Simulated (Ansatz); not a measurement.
# BP (F-43m): thermal expansion under pressure, part 2 of 3

Aim: how pressure changes the thermal expansion of BP.

Ansatz 0.2.0; DFT RPBE, scalar-relativistic, plane waves, PAW.

So far. Step 2 (A first coarse run): The start is under 4.1 GPa at this level and looks like an insulator or semiconductor on this mesh. Step 4 (Relaxing to small residual forces and stress): The residual pressure is -2.2e-4 GPa, small enough for phonons.

## (6) Phonons on strained cells, pressure 5 GPa

Thermal expansion follows from how the free energy of the vibrations (and of the electrons in a metal) changes with strain, so the program makes strained cells, their phonons and a fit in one run.

Input file input.yaml:

```yaml
crystal:
  lattice:
    - [0.0, 2.2645753492, 2.2645753492]
    - [2.2645753492, 0.0, 2.2645753492]
    - [2.2645753492, 2.2645753492, 0.0]
  atoms:
    - { symbol: B, position: [0.0, 0.0, 0.0] }
    - { symbol: P, position: [0.25, 0.25, 0.25] }
kpoints:
  mp_grid: { grid: [12, 12, 12] }
hamiltonian:
  xc: rpbe
scf:
  occupations: { method: fixed }
output:
  eigenvalues: true
phonons:
  method: dfpt
  qmesh: [4, 4, 4]
  temperatures: { t_max: 800.0, t_step: 50 }
  thermal_expansion: { pressure: 5.0 }
```

Started as:

```
$ ansatz run input.yaml --threads 4 --pin off --max-ram 8192MiB --backend cpu --events-out ev --progress --plain --runs-dir out
```

Numbers of over 12 decimals in the logs are rounded to 6 here.

Output:

```text
Warning: phonons: the dynamical matrix that this run interpolates holds no multipole term above the dipole-dipole one, and a site of this crystal is no centre of inversion, so its interpolated transverse optical and acoustic branches and sound speeds can stay off near Gamma, and the density of states and the thermodynamics with them. What a run solves at a wave vector of phonons.qpoints, Gamma apart, where the deck admits one, is free of this, and under fd what a larger phonons.supercell samples
[...]
Crystal: 2 atoms, lattice volume = 23.227 Å³
Basis set: ecut = 487.2 eV, 537 PW (Γ), exchange–correlation on 48×48×48 points (8 copies of the dense FFT grid, shifted against one another)
Bands: 8, of which v1, the nominal top of the filled ones, is band 4 counted from 1 (3 counted from 0)
Symmetry: 24 space group operations
[...]
k-points: 72 of 1728 (time reversal used)
[...]
SCF iter   1: F=—  HF=-916.747382 eV  |F-HF|=—  |Δ(HF+E_count)|=         —  Δρ=2.72e-3  dr2=1.09e-3  ethr=1.77e-3  ⟨swp⟩=5.2  Hψ=4222  notcnv=0  defer=134
[...]
SCF iter   7: F=-916.747281 eV  HF=-916.747281 eV  |F-HF|=2.96e-12  |Δ(HF+E_count)|=  3.13e-10  Δρ=8.10e-8  dr2=9.39e-13  ethr=1.00e-12  ⟨swp⟩=9.2  Hψ=4470  notcnv=0
SCF 1 converged in 7 iterations: F = -916.747281 eV  dr2 = 9.39e-13
[...]
relax step   1: F+E_penalty+E_count = -916.74728086 eV  Δ(F+E_penalty+E_count) = +0.000e0 eV  max|allowed force component| = 3.238e-16 eV/Å  Δτ_max = 0.0000 Å  (7 SCF iters, accepted)
SCF converged after 7 iterations
Free energy (F): -916.747281 eV
[...]
Internal energy: -916.747281 eV  (E = F + TS)
E sigma→0 (E₀):  -916.747281 eV
Fermi energy:    9.439722 eV
[...]
--- Stress (GPa, compression-positive) ---
        4.963802       0.000000      -0.000000
        0.000000       4.963802       0.000000
       -0.000000       0.000000       4.963802
  P = ⅓ Tr σ = 4.9638 GPa (49.638 kbar)
--- Band table (eV; the first three rows and the last of 72) ---
[...]
── thermal expansion: 3 new cells, 3 in all ──
thermal expansion: relaxation of cell 2
thermal expansion: relaxation of cell 3
── thermal expansion: 2 new cells, 5 in all ──
thermal expansion: relaxation of cell 4
thermal expansion: lower-state search of cell 4
thermal expansion: phonons of cell 4
thermal expansion: relaxation of cell 5
thermal expansion: phonons of cell 5
── thermal expansion: 5 new cells, 10 in all ──
thermal expansion: relaxation of cell 6
thermal expansion: relaxation of cell 7
thermal expansion: relaxation of cell 8
thermal expansion: relaxation of cell 9
thermal expansion: relaxation of cell 10
thermal expansion: phonons of cell 6
thermal expansion: phonons of cell 7
--- Relaxed structure (1 steps of the walk, 1 accepted, 0 SCFs on fresh bases) ---
  F+E_penalty+E_count = -916.74728086 eV   max|allowed force component| = 3.238e-16 eV/Å
  atoms:
    - { symbol: B, position: [0.0, 0.0, 0.0] }
    - { symbol: P, position: [0.25, 0.25, 0.25] }
--- Thermal expansion: 10 cells in 3 rounds, 5 GPa ---
  no lower state was reached at cell 4
  without vibrations: a 3.20237, b 3.20237, c 3.20237 Å, V 23.2220 Å³, B 174.27 GPa
  at 0 K: a 3.21111, b 3.21111, c 3.21111 Å, V 23.4126 Å³, B 171.01 GPa
  zero-point expansion: a +0.273, b +0.273, c +0.273, V +0.821 %
      T/K        a/Å        b/Å        c/Å       V/Å³ | expansion of a, b, c, V (1e-6/K)   | that of V in the mean from 25 °C | C_P, C_V (J/mol K of the cell) | B_T, B_S (GPa)
     0.00    3.21111    3.21111    3.21111    23.4126 |    0.00    0.00    0.00    0.00 |    3.02 |     0.000     0.000 |   171.01   171.01
   100.00    3.21113    3.21113    3.21113    23.4131 |    0.27    0.27    0.27    0.82 |    4.44 |     5.927     5.927 |   170.97   170.97
   200.00    3.21139    3.21139    3.21139    23.4188 |    1.47    1.47    1.47    4.40 |    6.49 |    19.031    19.022 |   170.63   170.71
   298.15    3.21207    3.21207    3.21207    23.4337 |    2.81    2.81    2.81    8.44 |       - |    29.283    29.232 |   169.92   170.22
   350.00    3.21259    3.21259    3.21259    23.4450 |    3.38    3.38    3.38   10.14 |    9.32 |    33.210    33.124 |   169.45   169.89
   450.00    3.21381    3.21381    3.21381    23.4718 |    4.18    4.18    4.18   12.54 |   10.72 |    38.527    38.358 |   168.46   169.20
   550.00    3.21525    3.21525    3.21525    23.5033 |    4.71    4.71    4.71   14.12 |   11.79 |    41.877    41.618 |   167.38   168.43
   650.00    3.21682    3.21682    3.21682    23.5378 |    5.07    5.07    5.07   15.20 |   12.63 |    44.078    43.724 |   166.28   167.62
   750.00    3.21850    3.21850    3.21850    23.5746 |    5.33    5.33    5.33   15.98 |   13.30 |    45.592    45.143 |   165.14   166.78
   800.00    3.21936    3.21936    3.21936    23.5936 |    5.43    5.43    5.43   16.29 |   13.60 |    46.178    45.681 |   164.57   166.36
  the static fit leaves 0.001 meV an atom of the energies and, of the stresses, 0.000 GPa of each cell's largest along a strain (root mean squares over the cells), whose Pulay part it has at -0.015 GPa
  vibrations' free energy: its fit passes through its cells
  the electrons' free energy at temperature is not in it: every band gap is over 0.83 eV
  free energies summed between the sampled wave vectors
  estimated error of the fitted expansion in any direction: up to 0.025e-6/K, at 800 K, with few degrees of freedom (an estimate, not a bound: it was exceeded on models of known expansion)
  by sums over the sampled wave vectors an expansion of the volume parts by up to 0.32e-6/K
  by a static energy of one degree less an expansion of the volume parts by up to 0.00e-6/K
  band gaps on the cells' k-points are 1.204 to 1.303 eV
```

Wall time 4.4 min (4 threads of Arm Neoverse V2, shared host); peak memory 1.2 GiB; 17 min of CPU time.

Numbers from this step:

- pressure: 4.964 GPa
- volume expansion coefficient at 298 K: 8.445 1e-6/K
- C_P at 298 K: 14.64 J/mol-atom/K
- entropy at 298 K: 9.966 J/mol-atom/K
- isothermal bulk modulus at 298 K: 169.9 GPa
- Grüneisen parameter at 298 K: 0.6927
- volume at 298 K: 11.72 Å³/atom
- principal linear expansion coefficients at 298 K: 2.815, 2.815, 2.815 1e-6/K

Strained cells of the study; zero-point energy where phonons were solved; the pressures are stresses at a fixed cutoff and can carry an offset from the finite basis. Expansion cells, by row:

```tsv
cell	|a| (Å)	|b| (Å)	|c| (Å)	V (Å³/atom)	E - E_lowest (meV/atom)	pressure, compression positive (GPa)	gap (eV)	zero-point energy (meV/atom)
1	3.203	3.203	3.203	11.61	5.335	4.949	1.252	-
2	3.228	3.228	3.228	11.89	0.187	0.967	1.29	-
3	3.177	3.177	3.177	11.34	17.49	9.299	1.214	-
4	3.203	3.203	3.203	11.61	5.351	4.956	1.252	101.9
5	3.219	3.219	3.219	11.79	1.319	2.422	1.276	100.3
6	3.21	3.21	3.21	11.7	3.051	3.706	1.264	101.1
7	3.226	3.226	3.226	11.87	0.368	1.305	1.286	99.64
8	3.171	3.171	3.171	11.27	21.72	10.46	1.204	-
9	3.187	3.187	3.187	11.44	12.13	7.635	1.228	-
10	3.238	3.238	3.238	12	0	-0.41	1.303	-
```

Quasi-harmonic; a, b, c are the run's own cell vectors. Expansion, by row:

```tsv
T (K)	a (Å)	b (Å)	c (Å)	alpha (deg)	beta (deg)	gamma (deg)	cell volume (Å³/cell)	alpha_a (1e-6/K)	alpha_b (1e-6/K)	alpha_c (1e-6/K)	alpha_V (1e-6/K)	C_P (J/mol-atom/K)	C_V (J/mol-atom/K)	S (J/mol-atom/K)	B_T (GPa)	B_S (GPa)	Grueneisen	extrapolation	fit error (1e-6/K)
0	3.211	3.211	3.211	60	60	60	23.41	0	0	0	0	0	0	0	171	171	-	0	0
50	3.211	3.211	3.211	60	60	60	23.41	0.04	0.04	0.04	0.11	0.389	0.389	0.108	171	171	0.328	0	0
100	3.211	3.211	3.211	60	60	60	23.41	0.27	0.27	0.27	0.82	2.964	2.964	1.06	171	171	0.335	0	0
150	3.211	3.211	3.211	60	60	60	23.41	0.78	0.78	0.78	2.33	6.3	6.299	2.89	170.8	170.9	0.446	0	0
200	3.211	3.211	3.211	60	60	60	23.42	1.47	1.47	1.47	4.4	9.515	9.511	5.149	170.6	170.7	0.556	0	0
250	3.212	3.212	3.212	60	60	60	23.43	2.19	2.19	2.19	6.56	12.36	12.35	7.587	170.3	170.5	0.638	0	0.01
298.1	3.212	3.212	3.212	60	60	60	23.43	2.81	2.81	2.81	8.44	14.64	14.62	9.966	169.9	170.2	0.693	0	0.01
300	3.212	3.212	3.212	60	60	60	23.43	2.84	2.84	2.84	8.51	14.72	14.69	10.06	169.9	170.2	0.694	0	0.01
350	3.213	3.213	3.213	60	60	60	23.45	3.38	3.38	3.38	10.14	16.61	16.56	12.47	169.4	169.9	0.733	0	0.01
400	3.213	3.213	3.213	60	60	60	23.46	3.82	3.82	3.82	11.47	18.09	18.03	14.79	169	169.6	0.759	0	0.01
450	3.214	3.214	3.214	60	60	60	23.47	4.18	4.18	4.18	12.54	19.26	19.18	16.99	168.5	169.2	0.778	0	0.01
500	3.215	3.215	3.215	60	60	60	23.49	4.47	4.47	4.47	13.41	20.19	20.09	19.07	167.9	168.8	0.793	0	0.01
550	3.215	3.215	3.215	60	60	60	23.5	4.71	4.71	4.71	14.12	20.94	20.81	21.03	167.4	168.4	0.804	0	0.01
600	3.216	3.216	3.216	60	60	60	23.52	4.9	4.9	4.9	14.7	21.54	21.39	22.88	166.8	168	0.812	0	0.01
650	3.217	3.217	3.217	60	60	60	23.54	5.07	5.07	5.07	15.2	22.04	21.86	24.63	166.3	167.6	0.819	0	0.01
700	3.218	3.218	3.218	60	60	60	23.56	5.21	5.21	5.21	15.62	22.45	22.25	26.27	165.7	167.2	0.825	0	0.01
750	3.219	3.219	3.219	60	60	60	23.57	5.33	5.33	5.33	15.98	22.8	22.57	27.84	165.1	166.8	0.83	0	0.02
800	3.219	3.219	3.219	60	60	60	23.59	5.43	5.43	5.43	16.29	23.09	22.84	29.32	164.6	166.4	0.834	0	0.03
```

Expansion coefficient against temperature; values in 1e-6/K:

```tsv
temperature (K)	volume	principal 1
0	0	0
50	0.11	0.04
100	0.82	0.27
150	2.33	0.78
200	4.4	1.47
250	6.56	2.19
298	8.44	2.81
300	8.51	2.84
350	10.1	3.38
400	11.5	3.82
450	12.5	4.18
500	13.4	4.47
550	14.1	4.71
600	14.7	4.9
650	15.2	5.07
700	15.6	5.21
750	16.0	5.33
800	16.3	5.43
```

At 298 K the volume expansion is 8.44 × 10⁻⁶/K and B_T is 170 GPa. The program raised the cutoff to 487.2 eV by itself: with no cutoff typed, the study takes about 1.16 times the default for its relaxations and scales it with the volume for the phonons.

## (7) Relaxation under pressure, pressure 20 GPa

The study at pressure needs a start near its own equilibrium, so the cell is first relaxed to that pressure.

Input file input.yaml:

```yaml
crystal:
  lattice:
    - [0.0, 2.2874846914, 2.2874846914]
    - [2.2874846914, 0.0, 2.2874846914]
    - [2.2874846914, 2.2874846914, 0.0]
  atoms:
    - { symbol: B, position: [0.0, 0.0, 0.0] }
    - { symbol: P, position: [0.25, 0.25, 0.25] }
kpoints:
  mp_grid: { grid: [12, 12, 12] }
hamiltonian:
  xc: rpbe
scf:
  occupations: { method: fixed }
output:
  forces: true
  stress: true
  eigenvalues: true
  write_density: true
  write_potential: true
  elf: true
  volumetric_format: npy
relax:
  adjacent_minimum: "off"
  f_tol: 0.001
  max_steps: 60
  cell: { stress_tol: 0.05, p_target: 20.0 }
```

Output:

```text
[...]
Crystal: 2 atoms, lattice volume = 23.939 Å³
Basis set: ecut = 420 eV, 459 PW (Γ), exchange–correlation on 48×48×48 points (8 copies of the dense FFT grid, shifted against one another)
Bands: 8, of which v1, the nominal top of the filled ones, is band 4 counted from 1 (3 counted from 0)
Symmetry: 24 space group operations
[...]
k-points: 72 of 1728 (time reversal used)
[...]
SCF iter   1: F=—  HF=-916.756638 eV  |F-HF|=—  |Δ(HF+E_count)|=         —  Δρ=2.70e-3  dr2=1.13e-3  ethr=1.77e-3  ⟨swp⟩=5.1  Hψ=4214  notcnv=0  defer=134
[...]
SCF iter   6: F=-916.756534 eV  HF=-916.756534 eV  |F-HF|=1.91e-9  |Δ(HF+E_count)|=   4.88e-8  Δρ=3.46e-6  dr2=3.71e-9  ethr=1.25e-9  ⟨swp⟩=12.8  Hψ=4620  notcnv=0
SCF 1 converged in 6 iterations: F = -916.756534 eV  dr2 = 3.71e-9
[...]
relax step   1: F+E_penalty+E_count = -916.75653433 eV  Δ(F+E_penalty+E_count) = +0.000e0 eV  max|allowed force component| = 4.163e-16 eV/Å  Δτ_max = 0.0000 Å  P = -0.001 GPa  Ω = 23.939 Å³  (6 SCF iters, dr2 threshold 1.00e-7 eV, accepted)
Crystal: 2 atoms, lattice volume = 22.261 Å³
Basis set: ecut = 420 eV, 411 PW (Γ), exchange–correlation on 48×48×48 points (8 copies of the dense FFT grid, shifted against one another)
[...]
SCF iter   6: F=-916.693374 eV  HF=-916.693374 eV  |F-HF|=6.39e-10  |Δ(HF+E_count)|=   4.48e-8  Δρ=9.62e-7  dr2=1.39e-10  ethr=2.03e-10  ⟨swp⟩=6.1  Hψ=3186  notcnv=0
SCF 2 converged in 6 iterations: F = -916.693374 eV  dr2 = 1.39e-10
[...]
relax step   2: F+E_penalty+E_count = -916.69337373 eV  Δ(F+E_penalty+E_count) = +6.316e-2 eV  max|allowed force component| = 1.110e-16 eV/Å  Δτ_max = 0.0000 Å  P = +13.023 GPa  Ω = 22.261 Å³  energy of the carried Pulay correction = +1.206e-3 eV  (6 SCF iters, dr2 threshold 2.00e-7 eV, accepted)
Crystal: 2 atoms, lattice volume = 21.456 Å³
[...]
SCF iter   5: F=-916.608988 eV  HF=-916.608988 eV  |F-HF|=9.81e-9  |Δ(HF+E_count)|=   2.22e-6  Δρ=6.70e-6  dr2=4.32e-9  ethr=2.50e-9  ⟨swp⟩=13.1  Hψ=5436  notcnv=0
SCF 3 converged in 5 iterations: F = -916.608988 eV  dr2 = 4.32e-9
[...]
relax step   3: F+E_penalty+E_count = -916.60898809 eV  Δ(F+E_penalty+E_count) = +8.439e-2 eV  max|allowed force component| = 1.018e-16 eV/Å  Δτ_max = 0.0000 Å  P = +21.024 GPa  Ω = 21.456 Å³  energy of the carried Pulay correction = +1.817e-3 eV  (5 SCF iters, dr2 threshold 2.00e-7 eV, accepted)
[...]
relax step   4: F+E_penalty+E_count = -916.62167141 eV  Δ(F+E_penalty+E_count) = -1.268e-2 eV  max|allowed force component| = 9.946e-17 eV/Å  Δτ_max = 0.0000 Å  P = +19.958 GPa  Ω = 21.556 Å³  energy of the carried Pulay correction = +1.740e-3 eV  (4 SCF iters, dr2 threshold 2.00e-7 eV, accepted)
[...]
relax step   5: F+E_penalty+E_count = -916.62051766 eV  Δ(F+E_penalty+E_count) = +1.154e-3 eV  max|allowed force component| = 9.714e-17 eV/Å  Δτ_max = 0.0000 Å  P = +19.885 GPa  Ω = 21.556 Å³  stress off target by 1.15e-1 GPa  SCF on the basis re-selected at this cell (its energy is not comparable with the rows above)  (5 SCF iters)
[...]
relax step   6: F+E_penalty+E_count = -916.61918054 eV  Δ(F+E_penalty+E_count) = +1.337e-3 eV  max|allowed force component| = 6.476e-17 eV/Å  Δτ_max = 0.0000 Å  P = +19.999 GPa  Ω = 21.545 Å³  energy of the carried Pulay correction = +8.990e-6 eV  (3 SCF iters, dr2 threshold 3.31e-8 eV, accepted)
[...]
SCF iter   4: F=-916.619181 eV  HF=-916.619181 eV  |F-HF|=2.96e-11  |Δ(HF+E_count)|=  1.02e-11  Δρ=3.24e-7  dr2=1.63e-11  ethr=1.00e-12  ⟨swp⟩=8.9  Hψ=4370  notcnv=0
SCF 7 converged in 4 iterations: F = -916.619181 eV  dr2 = 1.63e-11
relax step   7: F+E_penalty+E_count = -916.61918054 eV  Δ(F+E_penalty+E_count) = -1.734e-9 eV  max|allowed force component| = 1.087e-16 eV/Å  Δτ_max = 0.0000 Å  P = +19.999 GPa  Ω = 21.545 Å³  stress off target by 8.97e-4 GPa  SCF on the basis re-selected at this cell (its energy is not comparable with the rows above)  (4 SCF iters)
[...]
SCF converged after 4 iterations
Free energy (F): -916.619181 eV
[...]
Internal energy: -916.619181 eV  (E = F + TS)
E sigma→0 (E₀):  -916.619181 eV
Fermi energy:    10.500526 eV
[...]
--- Stress (GPa, compression-positive) ---
       19.999103      -0.000000      -0.000000
       -0.000000      19.999103       0.000000
       -0.000000       0.000000      19.999103
  P = ⅓ Tr σ = 19.9991 GPa (199.991 kbar)
--- Band table (eV; the first three rows and the last of 72) ---
[...]
--- Relaxed structure (5 steps of the walk, 5 accepted, 2 SCFs on fresh bases) ---
[...]
cell:  # Å, volume = 21.5448 Å³
    - [0, 2.208536, 2.208536]
    - [2.208536, 0, 2.208536]
    - [2.208536, 2.208536, 0]
  atoms:
    - { symbol: B, position: [0, 0, 0] }
    - { symbol: P, position: [0.25, 0.25, 0.25] }
```

It took 3.4 s on 4 threads; peak memory 0.3 GiB.

The steps of the relaxation:

```tsv
step	energy less that of the first step (eV)	largest force component (eV/Å)	pressure (GPa)	volume (Å³)
1	0.0000	0.0000	0.00	23.94
2	0.0632	0.0000	13.02	22.26
3	0.1475	0.0000	21.02	21.46
4	0.1349	0.0000	19.96	21.56
5*	0.1360	0.0000	19.88	21.56
6	0.1374	0.0000	20.00	21.54
7*	0.1374	0.0000	20.00	21.54
```

Relaxation steps marked * repeat the geometry before them on a plane-wave basis chosen anew for their cell, so energy and pressure can jump there.

Forces are held to the 24 operations that the run works with; a distortion that breaks them can't arise in this run.

```tsv
conventional cell, symmetrised	before	after	change
a (Å)	4.575	4.417	-3.5 %
b (Å)	4.575	4.417	-3.5 %
c (Å)	4.575	4.417	-3.5 %
volume (Å³/atom)	11.97	10.77	-10.0 %
```

Final coordinates:

```cif
data_structure
_symmetry_space_group_name_H-M 'P 1'
_symmetry_Int_Tables_number 1
_cell_length_a 3.1233
_cell_length_b 3.1233
_cell_length_c 3.1233
_cell_angle_alpha 60.000
_cell_angle_beta 60.000
_cell_angle_gamma 60.000
_cell_volume 21.54
loop_
_atom_site_label
_atom_site_type_symbol
_atom_site_fract_x
_atom_site_fract_y
_atom_site_fract_z
_atom_site_occupancy
B1 B 0.00000 0.00000 0.00000 1
P2 P 0.25000 0.25000 0.25000 1
```

This step gave:

```
pressure          : 20.00 GPa
gap on the k-mesh : 1.129 eV
volume per atom   : 10.77 Å³
```

ELF in the ac plane of a cell with a along [110], b along [-110] and c along [001] of the cube at fractional y = 0.000, with atoms of B and P within 0.2 Å of it. It is the smooth field of the valence electrons, not physical close to the nuclei.

Ten even steps from '_' (0.02) to '@' (0.93), each cell a mean:
```
..##@@%%##%%@@**..==%%@@####@@%%--
**@@@@##--##@@@@++##@@@@====@@@@##
**%%%%::__--%%%%++##%%**____**%%##
--++++..__::++++::==**--____==**--
__::==++++++==::__..--++++++++--..
____--++**++--______..==****==..__
______::::::__________..::::..____
..______________....____________..
==::..______..::==--..________..--
**==::______::==**++--..____..--++
--==--::..::====----==--....--==--
__--****==****--__..++**++++**++..
```
Columns run along a (6.2 Å), rows up along c (4.4 Å), edges of the conventional cell, whose origin can differ from the input's. Atoms in or near the plane, at fractional coordinates: B at (0.50, 0.00), B at (0.00, 0.00), P at (0.75, 0.75), P at (0.25, 0.75).

Valence density in the ac plane of a cell with a along [110], b along [-110] and c along [001] of the cube at fractional y = 0.000, with atoms of B and P within 0.2 Å of it. It is the smooth field of the valence electrons, not physical close to the nuclei.

Ten even steps from '_' (0.48 × 1e-1 e/Å³) to '@' (9.57 × 1e-1 e/Å³), each cell a mean:
```
**%%%%****##%%%%**##%%##****##@@##
**%%@@%%++%%@@%%**##@@@@****@@@@##
--++%%==__==##++--==####....##**==
..--++==::==++::..::==++::::++==::
__..--++**++--..____::==****==::__
____..--==--..______..::==--::..__
______......____________....______
__________________________________
::..__________..::....________....
==--..______..--====::________::==
**++::..__..::++****--..____..==**
==**++--::--++**--++**--::::==**++
```
Columns run along a (6.2 Å), rows up along c (4.4 Å), edges of the conventional cell, whose origin can differ from the input's. Atoms in or near the plane, at fractional coordinates: B at (0.50, 0.00), B at (0.00, 0.00), P at (0.75, 0.75), P at (0.25, 0.75).

Electrostatic potential energy in the ac plane of a cell with a along [110], b along [-110] and c along [001] of the cube at fractional y = 0.000, with atoms of B and P within 0.2 Å of it. With pseudopotentials it is smooth inside the atoms' cores, unlike the true potential.

Ten even steps from '_' (-57 eV) to '@' (13 eV), each cell a mean:
```
..++%%######%%++..--##%%####%%##--
**%%##--..--##%%**##%%++::::++%%##
@@%%++____..++%%@@@@##::____--##@@
@@@@**..__..**@@@@@@%%--____--%%@@
@@@@%%++==++%%@@@@@@@@**====##@@@@
@@@@@@%%%%%%@@@@@@@@@@@@%%%%@@@@@@
@@@@@@@@@@@@@@@@@@@@@@@@@@@@@@@@@@
@@@@@@@@@@@@@@@@@@@@@@@@@@@@@@@@@@
@@@@@@@@@@@@@@@@@@@@@@@@@@@@@@@@@@
%%@@@@@@@@@@@@@@%%%%@@@@@@@@@@@@%%
==##@@@@@@@@@@**==++%%@@@@@@@@%%++
__==%%@@@@@@%%==__::##@@@@@@@@**..
```
Columns run along a (6.2 Å; values clipped at the 3rd and 97th percentile), rows up along c (4.4 Å), edges of the conventional cell, whose origin can differ from the input's. Atoms in or near the plane, at fractional coordinates: B at (0.50, 0.00), B at (0.00, 0.00), P at (0.75, 0.75), P at (0.25, 0.75).

[end of part 2 of 3]

[Logs are printed without paths, hosts, clocks, repeated set-up lines and the standing remarks that a program may print on its own settings, such as how far it seeks lower states.]

[Hosts, paths, dates, database ids (printed as entryN), source tags and the programs' standing remarks are cut or masked in the printed files.]

[A step with changed settings may run another functional than the one named; its input shows which.]
